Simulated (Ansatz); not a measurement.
# S on Ta(110): change of the work function, part 3 of 3

How does S on the hollow site change the work function of Ta(110) as the layer fills?

Ansatz 0.2.0; plane-wave DFT, PBE, Ansatz PAW.

So far, work function, upper face (eV): step 2 (the clean slab) 4.77; step 3 (17 atoms, coverage 0.25 ML, cell 2x2) 4.92.

### Step 4. The covered slab, k-mesh 12×12×1, coverage 1 ML

System of this step: Ta4S (S/Ta(110)). The cell holds 5 atoms: 4 Ta and 1 S. Cell: a = 2.867 Å, b = 2.867 Å, c = 27.276 Å, α = 90.0°, β = 90.0°, γ = 70.5°. Vacuum lies along c.

Another coverage, to see how the dipoles act on each other as their distance changes.

Input file input.yaml:

```yaml
crystal:
  lattice:
    - [2.3405234457, -1.655, 0.0]
    - [2.3405234457, 1.655, 0.0]
    - [0.0, 0.0, 27.2758732418]
  atoms:
    - { symbol: Ta, position: [0.0, 0.0, 0.3299619382] }
    - { symbol: Ta, position: [0.5, 0.5, 0.4157712329] }
    - { symbol: Ta, position: [0.0, 0.0, 0.501668452] }
    - { symbol: Ta, position: [0.5, 0.5, 0.5841351781] }
    - { symbol: S, position: [0.84, 0.84, 0.6700380618] }
kpoints:
  mp_grid: { grid: [12, 12, 1] }
hamiltonian:
  xc: pbe
scf:
  occupations: { method: fermi_dirac, width: 0.1 }
  convergence: { dr2_threshold: 1.0e-08 }
efield:
  axis: 3
  dipole_correction: true
  ramp_position: 0.97
  ramp_width: 0.06
relax:
  f_tol: 0.02
  max_steps: 60
  constraints: [{ sites: [0, 1] }]
output:
  write_potential: true
  write_density: true
  volumetric_format: npy
```

Command:

```bash
$ ansatz run input.yaml --threads 4 --pin off --max-ram 6144MiB --backend cpu --events-out ev --progress --plain --runs-dir out
```

Numbers of over 12 decimals in the logs are rounded to 6 here.

The program printed:

```text
[...]
Crystal: 5 atoms, lattice volume = 211.310 Å³
Basis set: ecut = 420 eV, 4153 PW (Γ), exchange–correlation on 40×40×384 points (8 copies of the dense FFT grid, shifted against one another)
Bands: 35, of which v1, the nominal top of the filled ones, is band 29 counted from 1 (28 counted from 0)
Symmetry: 2 space group operations
[...]
k-points: 43 of 144 (time reversal used)
[...]
SCF iter   1: F=—  HF=-40629.906252 eV  |F-HF|=—  |Δ(HF+E_count)|=         —  Δρ=7.27e-3  dr2=2.86e0  ethr=1.77e-3  p=-0.032 e·Å  D=-2.76e-2 V/Å  ΔV_dip=0.75 eV  dr2_dipole=1.81e-1  V_vac-E_F(+/−)=5.77/5.02 eV  ⟨swp⟩=8.0  Hψ=7524  notcnv=0
[...]
SCF iter   8: F=-40629.822058 eV  HF=-40629.822058 eV  |F-HF|=1.90e-9  |Δ(HF+E_count)|=   1.16e-7  Δρ=1.29e-6  dr2=7.36e-9  ethr=1.72e-11  p=-0.014 e·Å  D=-1.19e-2 V/Å  ΔV_dip=0.32 eV  dr2_dipole=8.68e-10  V_vac-E_F(+/−)=5.11/4.78 eV  ⟨swp⟩=11.5  Hψ=11965  notcnv=0
SCF 1 converged in 8 iterations: F = -40629.822058 eV  dr2 = 7.36e-9
[...]
relax step   1: F+E_penalty+E_count = -40629.82205826 eV  Δ(F+E_penalty+E_count) = +0.000e0 eV  max|allowed force component| = 2.722e0 eV/Å  Δτ_max = 0.0000 Å  (8 SCF iters, accepted)
[...]
SCF iter   1: F=—  HF=-40630.884844 eV  |F-HF|=—  |Δ(HF+E_count)|=         —  Δρ=1.48e-2  dr2=6.94e0  ethr=3.10e-3  p=-0.014 e·Å  D=-1.19e-2 V/Å  ΔV_dip=0.32 eV  dr2_dipole=1.68e0  V_vac-E_F(+/−)=5.13/4.81 eV  ⟨swp⟩=6.2  Hψ=4760  notcnv=0
[...]
SCF iter   9: F=-40630.619507 eV  HF=-40630.619507 eV  |F-HF|=1.22e-8  |Δ(HF+E_count)|=   1.32e-8  Δρ=9.51e-7  dr2=3.04e-9  ethr=1.72e-11  p=-0.015 e·Å  D=-1.32e-2 V/Å  ΔV_dip=0.36 eV  dr2_dipole=7.24e-12  V_vac-E_F(+/−)=5.14/4.78 eV  ⟨swp⟩=11.5  Hψ=12169  notcnv=0
SCF 2 converged in 9 iterations: F = -40630.619507 eV  dr2 = 3.04e-9
[...]
relax step   2: F+E_penalty+E_count = -40630.61950738 eV  Δ(F+E_penalty+E_count) = -7.974e-1 eV  max|allowed force component| = 1.496e0 eV/Å  Δτ_max = 0.1950 Å  (9 SCF iters, accepted)
SCF iter   1: F=—  HF=-40630.950027 eV  |F-HF|=—  |Δ(HF+E_count)|=         —  Δρ=1.15e-2  dr2=7.22e0  ethr=3.10e-3  p=-0.015 e·Å  D=-1.32e-2 V/Å  ΔV_dip=0.36 eV  dr2_dipole=2.76e0  V_vac-E_F(+/−)=5.22/4.86 eV  ⟨swp⟩=5.2  Hψ=4006  notcnv=0
[...]
SCF iter   9: F=-40630.769945 eV  HF=-40630.769945 eV  |F-HF|=1.08e-8  |Δ(HF+E_count)|=   6.22e-8  Δρ=1.25e-6  dr2=6.90e-9  ethr=1.72e-11  p=-0.031 e·Å  D=-2.64e-2 V/Å  ΔV_dip=0.72 eV  dr2_dipole=2.26e-10  V_vac-E_F(+/−)=5.49/4.77 eV  ⟨swp⟩=9.9  Hψ=13258  notcnv=0
SCF 3 converged in 9 iterations: F = -40630.769945 eV  dr2 = 6.90e-9
relax step   3: F+E_penalty+E_count = -40630.76994523 eV  Δ(F+E_penalty+E_count) = -1.504e-1 eV  max|allowed force component| = 9.091e-1 eV/Å  Δτ_max = 0.1947 Å  (9 SCF iters, accepted)
[...]
relax step   4: F+E_penalty+E_count = -40630.81326447 eV  Δ(F+E_penalty+E_count) = -4.332e-2 eV  max|allowed force component| = 2.359e-1 eV/Å  Δτ_max = 0.1943 Å  (9 SCF iters, accepted)
[...]
relax step   5: F+E_penalty+E_count = -40630.82393116 eV  Δ(F+E_penalty+E_count) = -1.067e-2 eV  max|allowed force component| = 3.470e-2 eV/Å  Δτ_max = 0.0646 Å  (7 SCF iters, accepted)
SCF iter   1: F=—  HF=-40630.824571 eV  |F-HF|=—  |Δ(HF+E_count)|=         —  Δρ=1.11e-3  dr2=1.00e-2  ethr=3.31e-4  p=-0.026 e·Å  D=-2.20e-2 V/Å  ΔV_dip=0.60 eV  dr2_dipole=3.15e-3  V_vac-E_F(+/−)=5.39/4.79 eV  ⟨swp⟩=2.5  Hψ=2978  notcnv=0
[...]
SCF iter   7: F=-40630.824291 eV  HF=-40630.824291 eV  |F-HF|=3.19e-9  |Δ(HF+E_count)|=   1.97e-8  Δρ=5.19e-7  dr2=1.21e-9  ethr=1.72e-11  p=-0.026 e·Å  D=-2.25e-2 V/Å  ΔV_dip=0.61 eV  dr2_dipole=1.14e-10  V_vac-E_F(+/−)=5.40/4.79 eV  ⟨swp⟩=10.0  Hψ=10636  notcnv=0
SCF 6 converged in 7 iterations: F = -40630.824291 eV  dr2 = 1.21e-9
relax step   6: F+E_penalty+E_count = -40630.82429078 eV  Δ(F+E_penalty+E_count) = -3.596e-4 eV  max|allowed force component| = 6.703e-3 eV/Å  Δτ_max = 0.0281 Å  (7 SCF iters, accepted)
[...]
SCF converged after 7 iterations
Free energy (F): -40630.824291 eV
[...]
Internal energy: -40630.642789 eV  (E = F + TS)
E sigma→0 (E₀):  -40630.733540 eV
Entropy (-TS):   -0.181502 eV (-36.300 meV/atom)
Fermi energy:    4.137562 eV
Dipole field:    D = -0.022450 V/Å  (p = -0.026217 e·Å, saw-weighted, corrected)
Work function:   Φ+ = 5.4018 eV   Φ− = 4.7894 eV
[...]
--- Forces (eV/Å), atoms counted from 1 ---
  atom   1  Ta     0.01339696    -0.00000000     0.36106653
  atom   2  Ta    -0.01319559     0.00000000    -0.35804090
  atom   3  Ta     0.00452298    -0.00000000    -0.00473852
  atom   4  Ta    -0.00236626    -0.00000000     0.00670257
  atom   5  S     -0.00235468    -0.00000000    -0.00499365
  max |Σ_I F_I| component: 3.96e-6 eV/Å
--- Band table (eV; the first three rows and the last of 43) ---
  k-point 0: bands = [... 25 lower, 3.7734, 4.0824, 4.2372, 4.5597, 4.7159, 4.7352, 5.0218, 5.4722, ... 2 higher]
  k-point 1: bands = [... 25 lower, 3.6689, 3.8484, 4.1571, 4.3549, 4.5817, 4.7441, 4.9801, 5.6000, ... 2 higher]
  k-point 2: bands = [... 25 lower, 3.4672, 3.5796, 3.8421, 4.0609, 4.1841, 4.4626, 5.3383, 5.9433, ... 2 higher]
  k-point 42: bands = [... 25 lower, 3.1743, 3.2453, 4.2275, 4.8465, 5.5224, 6.1625, 6.7102, 6.9607, ... 2 higher]
--- Relaxed structure (6 steps of the walk, 6 accepted, 0 SCFs on fresh bases) ---
  F+E_penalty+E_count = -40630.82429078 eV   max|allowed force component| = 6.703e-3 eV/Å
  atoms:
    - { symbol: Ta, position: [0.0, 0.0, 0.329962] }
    - { symbol: Ta, position: [0.500000, 0.500000, 0.415771] }
    - { symbol: Ta, position: [-0.00582478, -0.00582478, 0.501016] }
    - { symbol: Ta, position: [0.473606, 0.473606, 0.587421] }
    - { symbol: S, position: [0.844183, 0.844183, 0.651438] }
```

The job ended after 46 s (4 threads of Arm Neoverse V1, shared host; peak memory 0.62 GiB; 3 min of CPU time).

Step by step:

| step | energy less that of the first step (eV) | largest force component (eV/Å) |
| --- | --- | --- |
| 1 | 0.0000 | 2.7220 |
| 2 | -0.7974 | 1.4956 |
| 3 | -0.9479 | 0.9091 |
| 4 | -0.9912 | 0.2359 |
| 5 | -1.0019 | 0.0347 |
| 6 | -1.0022 | 0.0067 |

The run keeps the 2 symmetry operations that it works with, so distortions that break them were not tested.

The atoms that moved most (Å):

| atom | dx | dy | dz | length |
| --- | --- | --- | --- | --- |
| S5 | 0.020 | 0.000 | -0.507 | 0.508 |
| Ta4 | -0.124 | 0.000 | 0.090 | 0.153 |
| Ta3 | -0.027 | 0.000 | -0.018 | 0.033 |

Final coordinates:

```xyz
5
Lattice="2.3405 -1.6550 0.0000 2.3405 1.6550 0.0000 0.0000 0.0000 27.2759" Properties=species:S:1:pos:R:3
Ta    0.0000    0.0000    9.0000
Ta    2.3405    0.0000   11.3405
Ta   -0.0273    0.0000   13.6656
Ta    2.2170    0.0000   16.0224
S     3.9517    0.0000   17.7685
```

Numbers from this step:

| Property | Result |
| --- | --- |
| energy at zero smearing | -40630.7335 eV |
| work function, upper face | 5.402 eV |
| work function, lower face | 4.789 eV |
| dipole along the normal | -0.02622 e·Å |
| step between the vacuum levels | 0.6123 eV |

Running mean over 2.341 Å of the planar mean; the ramp of the sawtooth is left out. Table of electron's electrostatic potential energy less the Fermi level by z:

| z (Å) | electron's electrostatic potential energy less the Fermi level (eV) |
| --- | --- |
| 3.5 | 4.79 |
| 4.0 | 4.79 |
| 4.5 | 4.78 |
| 5.0 | 4.77 |
| 5.5 | 4.73 |
| 6.0 | 4.60 |
| 6.5 | 4.19 |
| 7.0 | 2.95 |
| 7.5 | -0.253 |
| 8.0 | -5.19 |
| 8.5 | -8.90 |
| 9.0 | -10.1 |
| 9.5 | -10.2 |
| 10.0 | -10.1 |
| 10.5 | -10.0 |
| 11.0 | -10.0 |
| 11.5 | -10.0 |
| 12.0 | -10.1 |
| 12.5 | -10.1 |
| 13.0 | -10.1 |
| 13.5 | -9.99 |
| 14.0 | -9.94 |
| 14.5 | -9.89 |
| 15.0 | -9.95 |
| 15.5 | -10.2 |
| 16.0 | -10.8 |
| 16.5 | -11.9 |
| 17.0 | -11.0 |
| 17.5 | -7.43 |
| 18.0 | -4.20 |
| 18.5 | -1.75 |
| 19.0 | 1.35 |
| 19.5 | 4.07 |
| 20.0 | 5.13 |
| 20.5 | 5.35 |
| 21.0 | 5.39 |
| 21.5 | 5.40 |
| 22.0 | 5.40 |
| 22.5 | 5.40 |
| 23.0 | 5.40 |
| 23.5 | 5.40 |
| 24.0 | 5.40 |

The relaxation took 6 steps and lowered the energy by 1.0 eV; the largest force on the free atoms ends at 0.0067 eV/Å.

The covered face has 5.40 eV, +0.63 eV against the clean one; the bare back face has moved by -0.03 eV, a measure of how thin the slab is.

### Step 5. Work function against coverage

This step: plane-wave DFT, PBE, Ansatz PAW; work function against coverage (Ansatz 0.2.0).

The runs are now put side by side.

Numbers from this step:

```
work function of the clean face     : 4.767 eV
largest change of the work function : 0.6349 eV
```

Work function of the covered face against coverage:

| coverage (adsorbates/nm²) | work function of the covered face (eV) |
| --- | --- |
| 0.00 | 4.77 |
| 3.23 | 4.92 |
| 12.91 | 5.40 |

The dipole per adsorbate comes from the change of the cell's dipole. Coverage, by row:

| coverage (1/nm²) | coverage (ML) | work function (eV) | change (eV) | dipole per adsorbate, positive end outwards (debye) | mean height of the added atoms over the highest substrate atom (Å) |
| --- | --- | --- | --- | --- | --- |
| 3.227 | 0.25 | 4.919 | 0.1517 | -0.142 | 1.666 |
| 12.91 | 1 | 5.402 | 0.6349 | -0.136 | 1.746 |

### Step 6. Results

```
work function of the clean face                        : 4.77 eV
work function at 0.25 ML                               : 4.92 eV
work function at 1 ML                                  : 5.40 eV
dipole per adsorbate at 0.25 ML, positive end outwards : -0.14 D
```

**Reading.** S raises the work function of Ta(110) at the lowest coverage, by 0.15 eV: the adsorbate layer has its negative end outwards. At the highest coverage the adsorbates are pressed to about 2.9 Å, closer than unbonded atoms of this kind usually come, so a real layer may not reach it. The slab has 4 layers, at the tabulated experimental lattice constant, one starting site was run, and quantum-size effects of a slab this thin can reach one or two tenths of an eV.

[Logs are printed without paths, hosts, clocks, repeated set-up lines and the standing remarks that a program may print on its own settings, such as how far it seeks lower states.]

[Hosts, paths, dates, database ids (printed as entryN), source tags and the programs' standing remarks are cut or masked in the printed files.]

[Maps of the electrostatic potential energy from Ansatz leave out the sawtooth potential of an applied field or a dipole correction, so their vacuum need not be flat; planar profiles and work functions include it.]
